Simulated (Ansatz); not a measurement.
**YTl2Ge2: relaxing a made-up structure**

Starting from a made-up structure for YTl2Ge2, the aim is the relaxed cell, its shortest contacts and, where a second run follows, its electronic structure.

Calculated with Ansatz 0.2.0; DFT, PBEsol, plane-wave PAW, files of the set soft_1, scalar-relativistic, no spin, cell and ions relaxed at zero pressure; PAW set soft_1, in the first sound run; inputs show where later runs differ.

## (1) The structure

Symmetry: I4/mmm, No. 139, tetragonal system. Conventional cell: a = 4.598 Å, b = 4.598 Å, c = 11.494 Å, α = 90.00°, β = 90.00°, γ = 90.00°. Nearest to Tl lie 4 Ge at 2.73 Å and 4 Tl at 3.25 Å and 4 Y at 3.68 Å. Y has 8 Ge at 3.54 Å and 8 Tl at 3.68 Å nearest. Nearest to Ge lie 4 Tl at 2.73 Å and 1 Ge at 2.80 Å and 4 Y at 3.54 Å. Farther neighbours are not listed.

Coordinates:

```
Tl Y Ge
1.0
    -2.29900    2.29900    5.74700
     2.29900   -2.29900    5.74700
     2.29900    2.29900   -5.74700
Tl Y Ge
2 1 2
Direct
  0.75000 0.25000 0.50000
  0.25000 0.75000 0.50000
  0.00000 0.00000 0.00000
  0.37800 0.37800 0.00000
  0.62200 0.62200 0.00000
```

## (2) Relaxing cell and atoms

The guessed cell has no reason to be at equilibrium. It is relaxed with the atoms, within the space group of the guess.

Contents of input.yaml:

```yaml
crystal:
  lattice:
    - [-2.299, 2.299, 5.747]
    - [2.299, -2.299, 5.747]
    - [2.299, 2.299, -5.747]
  atoms:
    - { symbol: Tl, position: [0.75, 0.25, 0.5] }
    - { symbol: Tl, position: [0.25, 0.75, 0.5] }
    - { symbol: "Y", position: [0.0, 0.0, 0.0] }
    - { symbol: Ge, position: [0.378, 0.378, 0.0] }
    - { symbol: Ge, position: [0.622, 0.622, 0.0] }
kpoints:
  mp_grid: { grid: [8, 8, 8] }
scf:
  occupations: { method: fermi_dirac, width: 0.05 }
hamiltonian:
  xc: pbesol
  pseudopotentials: { kind: paw, azcp: { folder: soft_1 }, xc_functional: pbe }
relax:
  f_tol: 0.015
  max_steps: 70
  cell: {}
output:
  forces: true
  stress: true
```

Command:

```
$ ansatz run input.yaml --threads 4 --pin off --max-ram 8192MiB --backend cpu --events-out ev --progress --plain --runs-dir out
```

Numbers of over 12 decimals in the logs are rounded to 6 here.

What it wrote:

```text
basis.fft_grid_basis auto: the FFT boxes are laid along the combinations [[1, 0, 1], [0, 1, 1], [0, 0, 1]] of the cell's own vectors, 4.598, 4.598 and 6.603 Å long. The dense box has 32×32×45 points. Along the cell's own vectors, as sized, it would have 45×45×45, 1.98 times as many. Of the 16 symmetry operations that the crystal satisfies within crystal.symmetry.tolerance (time reversal apart; of a slab, those that k [...]
Engine: ansatz 0.2.0, x86_64-unknown-linux-gnu
Pseudopotentials: kind: paw
Pseudopotential: Tl, paw, valence charge 13, recommended cutoff 420 eV (normal), soft_1/Tl.paw.azcp
Pseudopotential: Y, paw, valence charge 11, recommended cutoff 420 eV (normal), soft_1/Y.paw.azcp
Pseudopotential: Ge, paw, valence charge 14, recommended cutoff 420 eV (normal), soft_1/Ge.paw.azcp
Functional definition: PBEsol
  exchange = pbesol_x
  correlation = pbesol_c
Crystal: 5 atoms, lattice volume = 121.501 Å³
Basis set: ecut = 420 eV, 2371 PW (Γ), FFT grids on a1+a3, a2+a3, a3, exchange–correlation on 64×64×90 points (8 copies of the dense FFT grid, shifted against one another)
Bands: 39, of which v1, the nominal top of the filled ones, is band 33 counted from 1 (32 counted from 0)
Symmetry: 16 space group operations
Space group: I4/mmm (ITA 139), of the structure as read, at distance tolerance 5.0e-5 Å
k-points: 59 of 512
Non-local potential: Tl, projectors of the file, l = 0: 2, l = 1: 2, l = 2: 2, l = 3: 1
Non-local potential: Y, projectors of the file, l = 0: 3, l = 1: 2, l = 2: 2, l = 3: 1
Non-local potential: Ge, projectors of the file, l = 0: 2, l = 1: 2, l = 2: 3, l = 3: 1
PAW form: soft (Blöchl's): semilocal exchange-correlation on the pseudo side does not see the compensation charge
PAW frozen core: Tl, regenerated for the run's functional, and the local potential with it (the file was generated under x = pbe(κ = 0.804, μ = 0.219515), c = pbe(β = 0.066725))
PAW frozen core: Y, regenerated for the run's functional, and the local potential with it (the file was generated under x = pbe(κ = 0.804, μ = 0.219515), c = pbe(β = 0.066725))
PAW frozen core: Ge, regenerated for the run's functional, and the local potential with it (the file was generated under x = pbe(κ = 0.804, μ = 0.219515), c = pbe(β = 0.066725))
PAW one-centre angular grid: Tl, 590 points (default); XC on 64 Gauss nodes
PAW one-centre angular grid: Y, 590 points (default); XC on 64 Gauss nodes
PAW one-centre angular grid: Ge, 590 points (default); XC on 64 Gauss nodes
Initial density: superposition of atomic densities (chi_scale 0.1, normalization cell, long waves kept (reshape's long-wave potential 0.00 eV rms))
Initial wavefunctions: pseudopotential atomic-orbital guess
Functional: x = pbesol(κ = 0.804, μ = 0.123457), c = pbesol(β = 0.046)
SCF iter   1: F=—  HF=-34896.879231 eV  |F-HF|=—  |Δ(HF+E_count)|=         —  Δρ=2.71e-2  dr2=1.06e0  ethr=3.10e-3  ⟨swp⟩=6.1  Hψ=8520  notcnv=0
preconditioner: auto → Kerker (q_TF=auto, 2.458 Å⁻¹)  [metal: Δε(μ)=0.040 eV  Ē_g=15.950 eV  σ=0.050 eV  W_gap=0.20  n_scr=32 (ndim 8)  ℏωp=26.7 eV  f_vac=0.000  D(μ)=2.80/eV (n_scr^D=14)]
SCF iter   2: F=—  HF=-34896.590951 eV  |F-HF|=—  |Δ(HF+E_count)|=   2.88e-1  Δρ=1.38e-2  dr2=2.40e-1  ethr=1.62e-3  ⟨swp⟩=2.0  Hψ=4827  notcnv=0  defer=11
SCF iter   3: F=—  HF=-34896.521665 eV  |F-HF|=—  |Δ(HF+E_count)|=   6.93e-2  Δρ=5.65e-3  dr2=4.19e-2  ethr=3.69e-4  ⟨swp⟩=2.0  Hψ=4522  notcnv=0  defer=11
SCF iter   4: F=—  HF=-34896.512100 eV  |F-HF|=—  |Δ(HF+E_count)|=   9.57e-3  Δρ=1.82e-3  dr2=5.42e-3  ethr=6.45e-5  ⟨swp⟩=2.0  Hψ=4522  notcnv=0  defer=11
SCF iter   5: F=—  HF=-34896.512367 eV  |F-HF|=—  |Δ(HF+E_count)|=   2.67e-4  Δρ=4.61e-4  dr2=3.97e-4  ethr=8.33e-6  ⟨swp⟩=2.9  Hψ=4139  notcnv=0  defer=11
SCF iter   6: F=—  HF=-34896.512342 eV  |F-HF|=—  |Δ(HF+E_count)|=   2.47e-5  Δρ=8.05e-5  dr2=1.32e-5  ethr=6.11e-7  ⟨swp⟩=2.4  Hψ=3214  notcnv=0  defer=11
SCF iter   7: F=—  HF=-34896.512323 eV  |F-HF|=—  |Δ(HF+E_count)|=   1.84e-5  Δρ=1.89e-5  dr2=1.16e-6  ethr=2.02e-8  ⟨swp⟩=2.0  Hψ=4228  notcnv=0  defer=11
SCF iter   8: F=-34896.512323 eV  HF=-34896.512323 eV  |F-HF|=5.29e-8  |Δ(HF+E_count)|=   2.10e-7  Δρ=5.11e-6  dr2=8.01e-8  ethr=1.54e-10  ⟨swp⟩=3.0  Hψ=9015  notcnv=0
SCF 1 converged in 8 iterations: F = -34896.512323 eV  dr2 = 8.01e-8
  greatest PAW one-centre occupation: 0.998 electrons in one spin orbital (limit 2), on the Ge atom at site 4 (counted from 0), in its partial waves of l = 2
relax step   1: F+E_penalty+E_count = -34896.51232315 eV  Δ(F+E_penalty+E_count) = +0.000e0 eV  max|allowed force component| = 2.212e0 eV/Å  Δτ_max = 0.0000 Å  P = +4.164 GPa  Ω = 121.501 Å³  (8 SCF iters, dr2 threshold 1.00e-7 eV, accepted)
Crystal: 5 atoms, lattice volume = 125.646 Å³
Basis set: ecut = 420 eV, 2451 PW (Γ), FFT grids on a1+a3, a2+a3, a3, exchange–correlation on 64×64×90 points (8 copies of the dense FFT grid, shifted against one another)
Initial density: handed on by an earlier stage of this run
Initial wavefunctions: those handed on with the density
iter 1 solved again at ethr=1.03e-4 eV; its pass at ethr=3.10e-3 eV (dr2=6.68e-2 eV) is discarded
SCF iter   1: F=—  HF=-34897.149963 eV  |F-HF|=—  |Δ(HF+E_count)|=         —  Δρ=8.81e-3  dr2=6.73e-2  ethr=1.03e-4  ⟨swp⟩=1.2  Hψ=12624  notcnv=0
preconditioner: auto → Kerker (q_TF=auto, 2.444 Å⁻¹)  [metal: Δε(μ)=0.016 eV  Ē_g=16.684 eV  σ=0.050 eV  W_gap=0.08  n_scr=32 (ndim 8)  ℏωp=26.3 eV  f_vac=0.000  D(μ)=3.50/eV (n_scr^D=32)]
SCF iter   2: F=—  HF=-34897.137767 eV  |F-HF|=—  |Δ(HF+E_count)|=   1.22e-2  Δρ=4.86e-3  dr2=1.87e-2  ethr=1.03e-4  ⟨swp⟩=2.0  Hψ=2597  notcnv=0
SCF iter   3: F=—  HF=-34897.134691 eV  |F-HF|=—  |Δ(HF+E_count)|=   3.08e-3  Δρ=7.21e-4  dr2=4.12e-4  ethr=2.88e-5  ⟨swp⟩=2.0  Hψ=4534  notcnv=0
SCF iter   4: F=—  HF=-34897.134825 eV  |F-HF|=—  |Δ(HF+E_count)|=   1.34e-4  Δρ=2.49e-4  dr2=7.41e-5  ethr=6.33e-7  ⟨swp⟩=2.0  Hψ=4170  notcnv=0
SCF iter   5: F=—  HF=-34897.134739 eV  |F-HF|=—  |Δ(HF+E_count)|=   8.61e-5  Δρ=7.88e-5  dr2=9.59e-6  ethr=1.14e-7  ⟨swp⟩=2.0  Hψ=4171  notcnv=0
SCF iter   6: F=—  HF=-34897.134739 eV  |F-HF|=—  |Δ(HF+E_count)|=   4.76e-7  Δρ=3.69e-5  dr2=1.53e-6  ethr=1.48e-8  ⟨swp⟩=2.0  Hψ=4150  notcnv=0
SCF iter   7: F=-34897.134739 eV  HF=-34897.134739 eV  |F-HF|=4.74e-9  |Δ(HF+E_count)|=   2.52e-7  Δρ=6.84e-6  dr2=8.56e-8  ethr=7.69e-10  ⟨swp⟩=4.0  Hψ=7235  notcnv=0
SCF 2 converged in 7 iterations: F = -34897.134739 eV  dr2 = 8.56e-8
[...]
SCF 3 converged in 7 iterations: F = -34897.286781 eV  dr2 = 2.30e-7
relax step   3: F+E_penalty+E_count = -34897.28678142 eV  Δ(F+E_penalty+E_count) = -1.520e-1 eV  max|allowed force component| = 5.850e-1 eV/Å  Δτ_max = 0.1027 Å  P = +0.380 GPa  Ω = 125.732 Å³  energy of the carried Pulay correction = -5.130e-4 eV  (7 SCF iters, dr2 threshold 5.00e-7 eV, accepted)
[... from here on, the SCF cycles and remarks between the steps are left out ...]
relax step   4: F+E_penalty+E_count = -34897.49741834 eV  Δ(F+E_penalty+E_count) = -2.106e-1 eV  max|allowed force component| = 1.533e-1 eV/Å  Δτ_max = 0.0137 Å  P = -0.344 GPa  Ω = 126.235 Å³  energy of the carried Pulay correction = -5.728e-4 eV  (7 SCF iters, dr2 threshold 5.00e-7 eV, accepted)
relax step   5: F+E_penalty+E_count = -34897.65980557 eV  Δ(F+E_penalty+E_count) = -1.624e-1 eV  max|allowed force component| = 5.194e-1 eV/Å  Δτ_max = 0.0723 Å  P = +0.547 GPa  Ω = 124.125 Å³  energy of the carried Pulay correction = -3.203e-4 eV  (7 SCF iters, dr2 threshold 5.00e-7 eV, accepted)
relax step   6: F+E_penalty+E_count = -34897.78143008 eV  Δ(F+E_penalty+E_count) = -1.216e-1 eV  max|allowed force component| = 1.554e-1 eV/Å  Δτ_max = 0.0049 Å  P = +0.974 GPa  Ω = 122.643 Å³  energy of the carried Pulay correction = -1.403e-4 eV  (7 SCF iters, dr2 threshold 5.00e-7 eV, accepted)
relax step   7: F+E_penalty+E_count = -34897.81096673 eV  Δ(F+E_penalty+E_count) = -2.954e-2 eV  max|allowed force component| = 4.087e-2 eV/Å  Δτ_max = 0.0334 Å  P = -0.491 GPa  Ω = 126.032 Å³  energy of the carried Pulay correction = -5.487e-4 eV  (7 SCF iters, dr2 threshold 5.00e-7 eV, accepted)
relax step   8: F+E_penalty+E_count = -34897.81346001 eV  Δ(F+E_penalty+E_count) = -2.493e-3 eV  max|allowed force component| = 2.723e-2 eV/Å  Δτ_max = 0.0012 Å  P = +0.205 GPa  Ω = 124.562 Å³  energy of the carried Pulay correction = -3.730e-4 eV  (5 SCF iters, dr2 threshold 5.00e-7 eV, accepted)
relax step   9: F+E_penalty+E_count = -34897.81389708 eV  Δ(F+E_penalty+E_count) = -4.371e-4 eV  max|allowed force component| = 3.992e-3 eV/Å  Δτ_max = 0.0025 Å  P = -0.048 GPa  Ω = 125.055 Å³  energy of the carried Pulay correction = -4.321e-4 eV  (6 SCF iters, dr2 threshold 1.72e-7 eV, accepted)
relax step  10: F+E_penalty+E_count = -34897.81392883 eV  Δ(F+E_penalty+E_count) = -3.175e-5 eV  max|allowed force component| = 1.219e-4 eV/Å  Δτ_max = 0.0003 Å  P = +0.000 GPa  Ω = 124.945 Å³  energy of the carried Pulay correction = -4.189e-4 eV  (5 SCF iters, dr2 threshold 7.36e-9 eV, accepted)
relax step  11: F+E_penalty+E_count = -34897.83989963 eV  Δ(F+E_penalty+E_count) = -2.597e-2 eV  max|allowed force component| = 2.270e-2 eV/Å  Δτ_max = 0.0000 Å  P = +0.310 GPa  Ω = 124.945 Å³  stress off target by 8.86e-1 GPa  SCF on the basis re-selected at this cell (its energy is not comparable with the rows above)  (7 SCF iters)
relax step  12: F+E_penalty+E_count = -34897.84434377 eV  Δ(F+E_penalty+E_count) = -4.444e-3 eV  max|allowed force component| = 2.468e-3 eV/Å  Δτ_max = 0.0058 Å  P = +0.089 GPa  Ω = 125.643 Å³  energy of the carried Pulay correction = -8.094e-5 eV  (5 SCF iters, dr2 threshold 5.00e-7 eV, accepted)
relax step  13: F+E_penalty+E_count = -34897.84556983 eV  Δ(F+E_penalty+E_count) = -1.226e-3 eV  max|allowed force component| = 5.366e-3 eV/Å  Δτ_max = 0.0055 Å  P = +0.020 GPa  Ω = 126.018 Å³  energy of the carried Pulay correction = -1.279e-4 eV  (5 SCF iters, dr2 threshold 2.71e-7 eV, accepted)
relax step  14: F+E_penalty+E_count = -34897.84572738 eV  Δ(F+E_penalty+E_count) = -1.575e-4 eV  max|allowed force component| = 1.497e-3 eV/Å  Δτ_max = 0.0028 Å  P = +0.006 GPa  Ω = 126.167 Å³  energy of the carried Pulay correction = -1.472e-4 eV  (6 SCF iters, dr2 threshold 1.92e-8 eV, accepted)
iter 1 solved again at ethr=1.75e-8 eV; its pass at ethr=3.10e-3 eV (dr2=1.14e-5 eV) is discarded
SCF iter   1: F=—  HF=-34897.845873 eV  |F-HF|=—  |Δ(HF+E_count)|=         —  Δρ=4.23e-5  dr2=8.38e-8  ethr=1.75e-8  ⟨swp⟩=3.8  Hψ=14916  notcnv=0
preconditioner: auto → Kerker (q_TF=auto, 2.443 Å⁻¹)  [metal: Δε(μ)=0.032 eV  Ē_g=16.806 eV  σ=0.050 eV  W_gap=0.16  n_scr=32 (ndim 8)  ℏωp=26.2 eV  f_vac=0.000  D(μ)=3.48/eV (n_scr^D=24)]
SCF iter   2: F=—  HF=-34897.845886 eV  |F-HF|=—  |Δ(HF+E_count)|=   1.29e-5  Δρ=2.17e-5  dr2=2.68e-8  ethr=1.29e-10  ⟨swp⟩=2.0  Hψ=4121  notcnv=0
SCF iter   3: F=—  HF=-34897.845886 eV  |F-HF|=—  |Δ(HF+E_count)|=   5.77e-7  Δρ=2.44e-6  dr2=8.91e-10  ethr=4.13e-11  ⟨swp⟩=2.0  Hψ=3947  notcnv=0
SCF iter   4: F=—  HF=-34897.845886 eV  |F-HF|=—  |Δ(HF+E_count)|=   5.50e-9  Δρ=5.52e-7  dr2=2.97e-10  ethr=1.37e-12  ⟨swp⟩=2.0  Hψ=4162  notcnv=0
SCF iter   5: F=-34897.845886 eV  HF=-34897.845886 eV  |F-HF|=7.28e-12  |Δ(HF+E_count)|=  2.33e-10  Δρ=1.20e-7  dr2=4.47e-11  ethr=1.00e-12  ⟨swp⟩=3.0  Hψ=7285  notcnv=0
SCF 15 converged in 5 iterations: F = -34897.845886 eV  dr2 = 4.47e-11
relax step  15: F+E_penalty+E_count = -34897.84588641 eV  Δ(F+E_penalty+E_count) = -1.590e-4 eV  max|allowed force component| = 1.662e-3 eV/Å  Δτ_max = 0.0000 Å  P = +0.005 GPa  Ω = 126.167 Å³  stress off target by 2.60e-2 GPa  SCF on the basis re-selected at this cell (its energy is not comparable with the rows above)  (5 SCF iters)
basis re-selected at this cell: Δ(F+E_penalty+E_count) = -1.590e-4 eV, ΔP = -0.001 GPa vs the last step (what re-selecting the basis moved, of the pressure what is left beyond the Pulay correction that the steps carried, after the strain that the cell walked since its last selection, with what the two solves' SCF thresholds leave and, on support functions, any second-order correction that the steps lacked; it is no m [...]
SCF converged after 5 iterations
Free energy (F): -34897.845886 eV
Harris-Foulkes:  -34897.845886 eV  (|F-HF|=7.28e-12)
Internal energy: -34897.818077 eV  (E = F + TS)
E sigma→0 (E₀):  -34897.831982 eV
Entropy (-TS):   -0.027810 eV (-5.562 meV/atom)
Fermi energy:    10.435827 eV
--- Per-component energies (eV) ---
  E_band       = -336.080797
  E_kinetic    = 1034.717594
  E_local      = -6599.899151  (includes V_loc(G=0)·N_el)
  E_nonlocal   = 1095.178147
  E_hartree    = 2906.197424
  E_xc         = -690.057015
  E_vxc        = -584.314386  (∫ρ·V_xc dr)
  E_paw        = -26778.966049  (= ΣΔE_a)
  E_vpaw       = -1094.157720  (= ΣTr[D̂ρ^β])
  E_aug_tail   = -0.000022  (compensation charges beyond the density's cutoff)
  E_ewald      = -5867.050318
  E_core_change = 2.061314  (= ΣΔE_core)
  E_smearing   = -0.027810  (= −TS)
  E_closure    = -0.000000  (closes the sum)
  Σ components = -34897.845886   (vs F -34897.845886, Δ=0.00e0)
--- Forces (eV/Å), atoms counted from 1 ---
  atom   1  Tl     0.00000000     0.00000000     0.00000000
  atom   2  Tl    -0.00000000    -0.00000000     0.00000000
  atom   3  Y      0.00000000     0.00000000     0.00000000
  atom   4  Ge     0.00000000    -0.00000000     0.00166212
  atom   5  Ge    -0.00000000    -0.00000000    -0.00166212
  max |Σ_I F_I| component: 4.34e-17 eV/Å
--- Stress (GPa, compression-positive) ---
       -0.005246       0.000000      -0.000000
        0.000000      -0.005246      -0.000000
        0.000000       0.000000       0.026038
  P = ⅓ Tr σ = 0.0052 GPa (0.052 kbar)
--- Relaxed structure (13 steps of the walk, 13 accepted, 2 SCFs on fresh bases) ---
  F+E_penalty+E_count = -34897.84588641 eV   max|allowed force component| = 1.662e-3 eV/Å   (the final SCF, on the basis selected at the relaxed cell)
  cell:  # Å, volume = 126.1673 Å³
    - [-2.096295, 2.096295, 7.177645]
    - [2.096295, -2.096295, 7.177645]
    - [2.096295, 2.096295, -7.177645]
  atoms:
    - { symbol: Tl, position: [0.75, 0.250000, 0.500000] }
    - { symbol: Tl, position: [0.250000, 0.75, 0.500000] }
    - { symbol: Y, position: [-2.920384484091806e-18, -2.9203844840918065e-18, 0] }
    - { symbol: Ge, position: [0.415585, 0.415585, 0] }
    - { symbol: Ge, position: [0.584415, 0.584415, 0] }
```

Wall time 40 s (4 threads of Intel Xeon Platinum 8375C at 2.90GHz (Ice Lake), shared host); peak memory 0.69 GiB.

The steps of the relaxation:

| step | energy less that of the first step (eV) | largest force component (eV/Å) | pressure (GPa) | volume (Å³) |
| --- | --- | --- | --- | --- |
| 1 | 0.0000 | 2.2119 | 4.16 | 121.50 |
| 2 | -0.6224 | 0.3978 | 0.46 | 125.65 |
| 3 | -0.7745 | 0.5850 | 0.38 | 125.73 |
| 4 | -0.9851 | 0.1533 | -0.34 | 126.23 |
| 5 | -1.1475 | 0.5194 | 0.55 | 124.13 |
| 6 | -1.2691 | 0.1554 | 0.97 | 122.64 |
| 7 | -1.2986 | 0.0409 | -0.49 | 126.03 |
| 8 | -1.3011 | 0.0272 | 0.20 | 124.56 |
| 9 | -1.3016 | 0.0040 | -0.05 | 125.05 |
| 10 | -1.3016 | 0.0001 | 0.00 | 124.94 |
| 11* | -1.3276 | 0.0227 | 0.31 | 124.94 |
| 12 | -1.3320 | 0.0025 | 0.09 | 125.64 |
| 13 | -1.3332 | 0.0054 | 0.02 | 126.02 |
| 14 | -1.3334 | 0.0015 | 0.01 | 126.17 |
| 15* | -1.3336 | 0.0017 | 0.01 | 126.17 |

Relaxation steps marked * repeat the geometry before them on a plane-wave basis chosen anew for their cell, so energy and pressure can jump there.

Forces are held to the 16 operations that the run works with; a distortion that breaks them can't arise in this run.

```csv
cell as run,before,after,change
a (Å),6.603,7.766,+17.6 %
b (Å),6.603,7.766,+17.6 %
c (Å),6.603,7.766,+17.6 %
α (°),139.25,148.68,+6.8 %
β (°),139.25,148.68,+6.8 %
γ (°),59.00,44.88,-23.9 %
volume (Å³/atom),24.30,25.23,+3.8 %
```

The atoms that moved most (Å, as changes of fractional coordinates times the final cell):

```
atom     dx     dy      dz  length
 Ge5  0.000  0.000  -0.540   0.540
 Ge4  0.000  0.000   0.540   0.540
```

Final coordinates:

```xyz
5
Lattice="-2.0963 2.0963 7.1776 2.0963 -2.0963 7.1776 2.0963 2.0963 -7.1776" Properties=species:S:1:pos:R:3 pbc="T T T"
Tl    0.0000    2.0963    3.5888
Tl    2.0963    0.0000    3.5888
Y     0.0000    0.0000    0.0000
Ge    0.0000    0.0000    5.9658
Ge    0.0000    0.0000    8.3894
```

Numbers from this step:

| Item | Value |
| --- | --- |
| free energy | -34897.8459 eV |
| energy at zero smearing | -34897.8320 eV |
| smearing term TS | 0.02781 eV |
| Fermi energy | 10.44 eV |
| electrons | 65 |
| symmetry operations | 16 |
| pressure | 0.005182 GPa |

The shortest distance of each pair, which need not be the same contact before and after:

| pair | guess (Å) | relaxed (Å) |
| --- | --- | --- |
| Ge–Ge | 2.805 | 2.424 |
| Tl–Tl | 3.251 | 2.965 |
| Ge–Tl | 2.729 | 3.169 |
| Ge–Y | 3.541 | 3.203 |
| Tl–Y | 3.680 | 4.156 |

The relaxation ends with a largest force component of 0.0017 eV/Å and a pressure of 0.01 GPa.

(Part 1 of 2 ends here.)

[Logs are printed without paths, hosts, clocks, repeated set-up lines and the standing remarks that a program may print on its own settings, such as how far it seeks lower states.]

[Hosts, paths, dates, database ids (printed as entryN), source tags and the programs' standing remarks are cut or masked in the printed files.]
